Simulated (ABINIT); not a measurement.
## Beyond one shot: Te (P3_121)

Aim: iterate the self-energy on Te (P3_121) and follow the gap from cycle to cycle.

Program: ABINIT 10.8.3. Level of theory: PBE and many-body steps on it, plane waves. Results are calculated unless marked as measured.

Most raw output is cut from this account.

## (1) The starting structure

It takes space group P3_121 (No. 152, trigonal). Conventional cell: a = 4.457 Å, b = 4.457 Å, c = 5.929 Å, α = 90.00°, β = 90.00°, γ = 120.00°. Nearest to Te lie 2 Te at 2.84 Å.

The cell and positions come from the Crystallography Open Database and are kept as given unless a step says otherwise. Spin-orbit coupling is left out unless a step names it.

## (2) Empty states on the mesh, 3×3×2 mesh, 142 bands

This step: ABINIT 10.8.3; DFT, PBE, plane waves, norm-conserving pseudopotentials.

The sums over transitions need many empty states on a uniform mesh; this step solves for them.

run.abi reads:

```
acell 3*1.0 Angstrom
rprim 
  4.457199999972 0.000000000006 0.000000000000
  -2.228599999992 3.860048429721 0.000000000000
  0.000000000000 0.000000000000 5.929000000000
ntypat 1
znucl 52
natom 3
typat 1 1 1
xred 
  0.263300000000 0.000000000000 0.333333333333
  -0.000000000000 0.263300000000 0.666666666667
  0.736700000000 0.736700000000 -0.000000000000
pp_dirpath "pseudos"
pseudos "Te.upf"
ecut 39
ngkpt 3 3 2
nshiftk 1
shiftk 0 0 0
kptopt 1
chksymbreak 0
iscf -2
irdden 1
istwfk *1
nband 142
nbdbuf 12
tolwfr 1e-09
nstep 60
prtvol 0
indata_prefix "in"
outdata_prefix "out"
tmpdata_prefix "tmp"
```

On the command line:

```bash
$ OMP_NUM_THREADS=1 mpirun -n 6 abinit run.abi > log
```

Wall time 70 s (6 MPI ranks of Intel Xeon 6975P-C (Granite Rapids), shared host); peak memory 0.66 GiB.

This step gave:

| Property | Result |
| --- | --- |
| gap | 0.1818 eV |
| k of the valence top | 0.3333, 0.3333, 0.5 |
| k of the conduction bottom | 0.3333, 0.3333, 0.5 |
| least direct gap | 0.1818 eV |
| k points computed | 6 |
| lowest point of the top converged band, above the valence top | 42.82 eV |

On this mesh the gap is 0.182 eV.

The density comes from a self-consistent run that is not shown.

## (3) Screening, 3×3×2 mesh, 130 bands, screening to 106.1 eV

The RPA dielectric matrix is built and inverted for each q.

This step: RPA screening on PBE, plane waves, norm-conserving pseudopotentials.

run.abi: that of step 2 with these lines changed.

```diff
@@ -21,10 +21,11 @@
 chksymbreak 0
-iscf -2
-irdden 1
 istwfk *1
-nband 142
-nbdbuf 12
-tolwfr 1e-09
-nstep 60
-prtvol 0
+occopt 1
+irdwfk 1
+optdriver 3
+nband 130
+ecuteps 3.9
+inclvkb 2
+awtr 1
+symchi 1
 indata_prefix "in"
```

On the command line:

```bash
$ OMP_NUM_THREADS=1 mpirun -n 8 abinit run.abi > log
```

It took 59 s on 8 MPI ranks; peak memory 2.4 GiB; 7.9 min of CPU time.

This step gave:

```
ε∞ with local fields, on this mesh, along the program's q direction : 1402
the same without local fields                                       : 1747
plasma frequency                                                    : 31.20 eV
plane waves in the screening matrix                                 : 237
```

Local fields lower ε∞ by 20 %. The value itself is an artefact of the mesh, where one narrow direct gap carries too much weight.

## (4) G0W0

The self-energy is evaluated for the states that the input lists, and the levels follow from it, in one-shot runs by the linearised quasiparticle equation.

This step: G0W0 on PBE, plane waves, norm-conserving pseudopotentials.

run.abi: that of step 3 with these lines changed.

```diff
@@ -24,8 +24,17 @@
 irdwfk 1
-optdriver 3
+optdriver 4
 nband 130
+gwcalctyp 0
+ecutsigx 39
+symsigma 1
+nkptgw 2
+kptgw 
+  0.3333333333 0.3333333333 0.5000000000
+  0.0000000000 0.0000000000 0.0000000000
+bdgw 
+  35 39
+  34 38
 ecuteps 3.9
-inclvkb 2
-awtr 1
-symchi 1
+irdscr 1
+ppmodel 1
 indata_prefix "in"
```

Elapsed: 9.2 s, on 8 MPI ranks; peak memory 1.4 GiB; 71 s of CPU time.

This step gave:

```
G0W0 gap on the points computed              : 0.4320 eV
starting gap on the mesh                     : 0.1818 eV
k of the valence top                         : 0.3333, 0.3333, 0.5
k of the conduction bottom                   : 0.3333, 0.3333, 0.5
Z at the valence top                         : 0.792
Z at the conduction bottom                   : 0.794
least direct G0W0 gap on the computed points : 0.4320 eV
```

The gap on the mesh goes from 0.18 eV to 0.43 eV, a correction of +0.25 eV.

## (5) evGW0, cycle 1

This step: evGW0 on PBE, plane waves, norm-conserving pseudopotentials.

run.abi: that of step 4 with these lines changed.

```diff
@@ -26,12 +26,20 @@
 nband 130
-gwcalctyp 0
+gwcalctyp 10
 ecutsigx 39
 symsigma 1
-nkptgw 2
+nkptgw 6
 kptgw 
+  0.0000000000 0.0000000000 0.0000000000
+  0.3333333333 0.0000000000 0.0000000000
+  0.3333333333 0.3333333333 0.0000000000
+  0.0000000000 0.0000000000 0.5000000000
+  0.3333333333 0.0000000000 0.5000000000
   0.3333333333 0.3333333333 0.5000000000
-  0.0000000000 0.0000000000 0.0000000000
 bdgw 
-  35 39
-  34 38
+  28 42
+  28 42
+  28 42
+  28 42
+  28 42
+  28 42
 ecuteps 3.9
```

Run time: 71 s. Hardware: 8 MPI ranks; peak memory 3.4 GiB; 9.5 min of CPU time.

This step gave:

| Property | Result |
| --- | --- |
| quasiparticle gap on the mesh | 0.4960 eV |
| gap of the density functional on the mesh | 0.1818 eV |
| k of the valence top | 0.3333, 0.3333, 0.5 |
| k of the conduction bottom | 0.3333, 0.3333, 0.5 |
| Z at the valence top | 0.792 |
| Z at the conduction bottom | 0.794 |
| least direct quasiparticle gap on the computed points | 0.4960 eV |

Against G0W0 in ABINIT (3×3×2 mesh, 130 bands, screening to 106.1 eV, Godby-Needs plasmon pole), the gap moves by +0.064 eV. This first cycle still uses the starting levels; it takes the full correction, at all points of the mesh, and its linearised value is 0.432 eV.

## (6) evGW0, cycle 2

The corrected levels of the last cycle go back in.

run.abi: that of step 5 with these lines changed.

```diff
@@ -47,2 +47,3 @@
 ppmodel 1
+irdqps 1
 indata_prefix "in"
```

Elapsed: 68 s, on 8 MPI ranks; peak memory 3.4 GiB.

Numbers from this step:

| Property | Result |
| --- | --- |
| quasiparticle gap on the mesh | 0.4530 eV |
| gap of the density functional on the mesh | 0.1818 eV |
| k of the valence top | 0.3333, 0.3333, 0.5 |
| k of the conduction bottom | 0.3333, 0.3333, 0.5 |
| least direct quasiparticle gap on the computed points | 0.4530 eV |

Against the cycle before, the gap moves by −0.043 eV.

## (7) evGW0, cycle 3

run.abi is that of step 6.

Elapsed: 62 s, on 8 MPI ranks; peak memory 3.4 GiB.

Numbers from this step:

```
quasiparticle gap on the mesh                         : 0.4590 eV
gap of the density functional on the mesh             : 0.1818 eV
k of the valence top                                  : 0.3333, 0.3333, 0.5
k of the conduction bottom                            : 0.3333, 0.3333, 0.5
least direct quasiparticle gap on the computed points : 0.4590 eV
```

Against the cycle before, the gap moves by +0.006 eV.

## (8) Screening, 3×3×2 mesh, 130 bands, screening to 106.1 eV

This step: RPA screening on PBE, plane waves, norm-conserving pseudopotentials.

run.abi reads:

```
acell 3*1.0 Angstrom
rprim 
  4.457199999972 0.000000000006 0.000000000000
  -2.228599999992 3.860048429721 0.000000000000
  0.000000000000 0.000000000000 5.929000000000
ntypat 1
znucl 52
natom 3
typat 1 1 1
xred 
  0.263300000000 0.000000000000 0.333333333333
  -0.000000000000 0.263300000000 0.666666666667
  0.736700000000 0.736700000000 -0.000000000000
pp_dirpath "pseudos"
pseudos "Te.upf"
ecut 39
ngkpt 3 3 2
nshiftk 1
shiftk 0 0 0
kptopt 1
chksymbreak 0
istwfk *1
occopt 1
irdwfk 1
optdriver 3
nband 130
ecuteps 3.9
inclvkb 2
awtr 1
symchi 1
gwcalctyp 10
mbpt_sciss 0.405 eV
nqptdm 1
qptdm 
  0 0 0
indata_prefix "in"
outdata_prefix "out"
tmpdata_prefix "tmp"
```

It took 40 s on 8 MPI ranks; peak memory 2.3 GiB; 5.4 min of CPU time.

This step gave:

```yaml
eps_infinity_with_local_fields_on_this_mesh_along_the_program_s_q_direction: 519.6
the_same_without_local_fields: 566.2
plasma_frequency: 31.20 eV
plane_waves_in_the_screening_matrix: 237
```

This screening uses the functional's bands under a rigid shift, the mean opening of the cycle before.

## (9) Screening, 3×3×2 mesh, 130 bands, screening to 106.1 eV

This step: RPA screening on PBE from quasiparticle energies, plane waves, norm-conserving pseudopotentials.

run.abi: that of step 8 with these lines changed.

```diff
@@ -30,7 +30,11 @@
 symchi 1
+irdqps 1
 gwcalctyp 10
-mbpt_sciss 0.405 eV
-nqptdm 1
+nqptdm 5
 qptdm 
-  0 0 0
+  0.3333333333 0.0000000000 0.0000000000
+  0.3333333333 0.3333333333 0.0000000000
+  0.0000000000 0.0000000000 0.5000000000
+  0.3333333333 0.0000000000 0.5000000000
+  0.3333333333 0.3333333333 0.5000000000
 indata_prefix "in"
```

mrgscr.stdin reads:

```
2
merged
q0_SCR
out_SCR
1
```

On the command line:

```bash
$ OMP_NUM_THREADS=1 mpirun -n 8 abinit run.abi > log; mrgscr < mrgscr.stdin
```

Elapsed: 22 s, on 8 MPI ranks; peak memory 2 GiB.

This step gave:

- plasma frequency: 31.20 eV
- plane waves in the screening matrix: 237

This screening reads the quasiparticle levels of the cycle before.

## (10) evGW, cycle 1

This step: evGW on PBE, plane waves, norm-conserving pseudopotentials.

run.abi: that of step 9 with these lines changed.

```diff
@@ -24,12 +24,10 @@
 irdwfk 1
-optdriver 3
+optdriver 4
 nband 130
-ecuteps 3.9
-inclvkb 2
-awtr 1
-symchi 1
-irdqps 1
 gwcalctyp 10
-nqptdm 5
-qptdm 
+ecutsigx 39
+symsigma 1
+nkptgw 6
+kptgw 
+  0.0000000000 0.0000000000 0.0000000000
   0.3333333333 0.0000000000 0.0000000000
@@ -39,2 +37,13 @@
   0.3333333333 0.3333333333 0.5000000000
+bdgw 
+  28 42
+  28 42
+  28 42
+  28 42
+  28 42
+  28 42
+ecuteps 3.9
+irdscr 1
+ppmodel 1
+irdqps 1
 indata_prefix "in"
```

On the command line:

```bash
$ OMP_NUM_THREADS=1 mpirun -n 8 abinit run.abi > log
```

The job ended after 64 s (8 MPI ranks; peak memory 3.4 GiB; 8.5 min of CPU time).

Numbers from this step:

- quasiparticle gap on the mesh: 0.4770 eV
- gap of the density functional on the mesh: 0.1818 eV
- k of the valence top: 0.3333, 0.3333, 0.5
- k of the conduction bottom: 0.3333, 0.3333, 0.5
- least direct quasiparticle gap on the computed points: 0.4770 eV

Against G0W0 in ABINIT (3×3×2 mesh, 130 bands, screening to 106.1 eV, Godby-Needs plasmon pole), the gap moves by +0.045 eV.

## (11) Screening, 3×3×2 mesh, 130 bands, screening to 106.1 eV

This step: RPA screening on PBE, plane waves, norm-conserving pseudopotentials.

run.abi reads:

```
acell 3*1.0 Angstrom
rprim 
  4.457199999972 0.000000000006 0.000000000000
  -2.228599999992 3.860048429721 0.000000000000
  0.000000000000 0.000000000000 5.929000000000
ntypat 1
znucl 52
natom 3
typat 1 1 1
xred 
  0.263300000000 0.000000000000 0.333333333333
  -0.000000000000 0.263300000000 0.666666666667
  0.736700000000 0.736700000000 -0.000000000000
pp_dirpath "pseudos"
pseudos "Te.upf"
ecut 39
ngkpt 3 3 2
nshiftk 1
shiftk 0 0 0
kptopt 1
chksymbreak 0
istwfk *1
occopt 1
irdwfk 1
optdriver 3
nband 130
ecuteps 3.9
inclvkb 2
awtr 1
symchi 1
gwcalctyp 10
mbpt_sciss 0.438 eV
nqptdm 1
qptdm 
  0 0 0
indata_prefix "in"
outdata_prefix "out"
tmpdata_prefix "tmp"
```

Wall time 38 s (8 MPI ranks); peak memory 2.4 GiB.

Numbers from this step:

```
ε∞ with local fields, on this mesh, along the program's q direction : 495.1
the same without local fields                                       : 537.6
plasma frequency                                                    : 31.20 eV
plane waves in the screening matrix                                 : 237
```

This screening uses the functional's bands under a rigid shift, the mean opening of the cycle before.

## (12) Screening, 3×3×2 mesh, 130 bands, screening to 106.1 eV

This step: RPA screening on PBE from quasiparticle energies, plane waves, norm-conserving pseudopotentials.

run.abi: that of step 11 with these lines changed.

```diff
@@ -30,7 +30,11 @@
 symchi 1
+irdqps 1
 gwcalctyp 10
-mbpt_sciss 0.438 eV
-nqptdm 1
+nqptdm 5
 qptdm 
-  0 0 0
+  0.3333333333 0.0000000000 0.0000000000
+  0.3333333333 0.3333333333 0.0000000000
+  0.0000000000 0.0000000000 0.5000000000
+  0.3333333333 0.0000000000 0.5000000000
+  0.3333333333 0.3333333333 0.5000000000
 indata_prefix "in"
```

mrgscr.stdin is that of step 9.

On the command line:

```bash
$ OMP_NUM_THREADS=1 mpirun -n 8 abinit run.abi > log; mrgscr < mrgscr.stdin
```

The job ended after 24 s (8 MPI ranks; peak memory 2 GiB).

Numbers from this step:

```yaml
plasma_frequency: 31.20 eV
plane_waves_in_the_screening_matrix: 237
```

This screening reads the quasiparticle levels of the cycle before.

## (13) evGW, cycle 2

This step: evGW on PBE, plane waves, norm-conserving pseudopotentials.

run.abi: that of step 12 with these lines changed.

```diff
@@ -24,12 +24,10 @@
 irdwfk 1
-optdriver 3
+optdriver 4
 nband 130
-ecuteps 3.9
-inclvkb 2
-awtr 1
-symchi 1
-irdqps 1
 gwcalctyp 10
-nqptdm 5
-qptdm 
+ecutsigx 39
+symsigma 1
+nkptgw 6
+kptgw 
+  0.0000000000 0.0000000000 0.0000000000
   0.3333333333 0.0000000000 0.0000000000
@@ -39,2 +37,13 @@
   0.3333333333 0.3333333333 0.5000000000
+bdgw 
+  28 42
+  28 42
+  28 42
+  28 42
+  28 42
+  28 42
+ecuteps 3.9
+irdscr 1
+ppmodel 1
+irdqps 1
 indata_prefix "in"
```

On the command line:

```bash
$ OMP_NUM_THREADS=1 mpirun -n 8 abinit run.abi > log
```

Elapsed: 65 s, on 8 MPI ranks; peak memory 3.4 GiB.

Numbers from this step:

- quasiparticle gap on the mesh: 0.4770 eV
- gap of the density functional on the mesh: 0.1818 eV
- k of the valence top: 0.3333, 0.3333, 0.5
- k of the conduction bottom: 0.3333, 0.3333, 0.5
- least direct quasiparticle gap on the computed points: 0.4770 eV

Against the cycle before, the gap moves by +0.000 eV.

## (14) The runs together

Times are wall times on 8 MPI ranks of Intel Xeon 6975P-C (Granite Rapids), shared host, good to a factor of about two. A run's time includes the screening step that it read.

| run | mesh | bands | screening cutoff (eV) | DFT gap (eV) | gap on the mesh (eV) | direct (eV) | ε∞ used | time |
| --- | --- | --- | --- | --- | --- | --- | --- | --- |
| G0W0 | 3×3×2 | 130 | 106.1 | 0.182 | 0.432 | 0.432 | 1402.49 | 69 s |
| evGW0, cycle 1 | 3×3×2 | 130 | 106.1 | 0.182 | 0.496 | 0.496 | 1402.49 | 2.2 min |
| evGW0, cycle 2 | 3×3×2 | 130 | 106.1 | 0.182 | 0.453 | 0.453 | 1402.49 | 2.1 min |
| evGW0, cycle 3 | 3×3×2 | 130 | 106.1 | 0.182 | 0.459 | 0.459 | 1402.49 | 2 min |
| evGW, cycle 1 | 3×3×2 | 130 | 106.1 | 0.182 | 0.477 | 0.477 | 519.63 | 2.1 min |
| evGW, cycle 2 | 3×3×2 | 130 | 106.1 | 0.182 | 0.477 | 0.477 | 495.12 | 2.1 min |

## (15) Results

```yaml
g0w0: 0.432 eV
evgw0_cycle_1: 0.496 eV
evgw0_cycle_2: 0.453 eV
evgw0_cycle_3: 0.459 eV
evgw_cycle_1: 0.477 eV
evgw_cycle_2: 0.477 eV
known_limits: not at the basis limit; model gap, bands may invert with spin-orbit coupling; screening runs away on this mesh; no spin-orbit coupling; coarse k mesh
```

What this shows: Only the bands that the input lists are updated; the others, empty or deep, keep the functional's energies or take a rigid shift. The evGW loop starts from the last levels of evGW0, so its cycles and time come on top of those. evGW0 ends at 0.46 eV, +0.03 eV from G0W0, after 3 cycles that took 3.4 min beside the first screening; the last moved the gap by 0.006 eV. evGW ends at 0.48 eV, +0.05 eV from G0W0, after 2 cycles that took 4.2 min beside the first screening; the last moved the gap by 0.000 eV. The first cycle of evGW0 takes the full correction, without the factor Z, so it overshoots the one-shot value. Bands and cutoff are finite, so the gap is not at the basis limit. The miss can reach some tenths of an eV and take either sign; the mesh is an error of its own. The 3×3×2 mesh is coarse for this cell, which bears on the long-range parts of exchange and screening. With atoms this heavy and so narrow a gap, spin-orbit coupling can invert the bands. These scalar-relativistic gaps are then model values, not to be set against experiment, and a spin-orbit change taken from DFT can't simply be added. On this mesh the RPA ε∞ passes 90, more than nearly any semiconductor shows; a coarse mesh does this where one point with a narrow direct gap carries much weight. The screening is then too strong, and the G0W0 gap should not be taken as the material's. In the updated screening the q = 0 part is built from Kohn-Sham bands under a rigid shift, the other q from the quasiparticle levels.

[Paths, hosts, dates, memory and timing lines, banners, echoed tables and standing remarks are left out of the program output.]

[Logs are printed without paths, hosts, clocks, repeated set-up lines and the standing remarks that a program may print on its own settings, such as how far it seeks lower states.]

[Runs of the session that timed out or met a known fault of the program may be left out.]

[Hosts, paths, dates, database ids (printed as entryN), source tags and the programs' standing remarks are cut or masked in the printed files.]

[G0W0 gaps are taken among the corrected bands and points alone; a level outside them can change the order at an edge.]

[Where Ansatz stands beside ABINIT at settings called matched, ABINIT's density can come from a denser mesh and the files from another edition; pairs whose starting gaps differed by over 0.03 eV were left out, so agreement reads better than it is.]
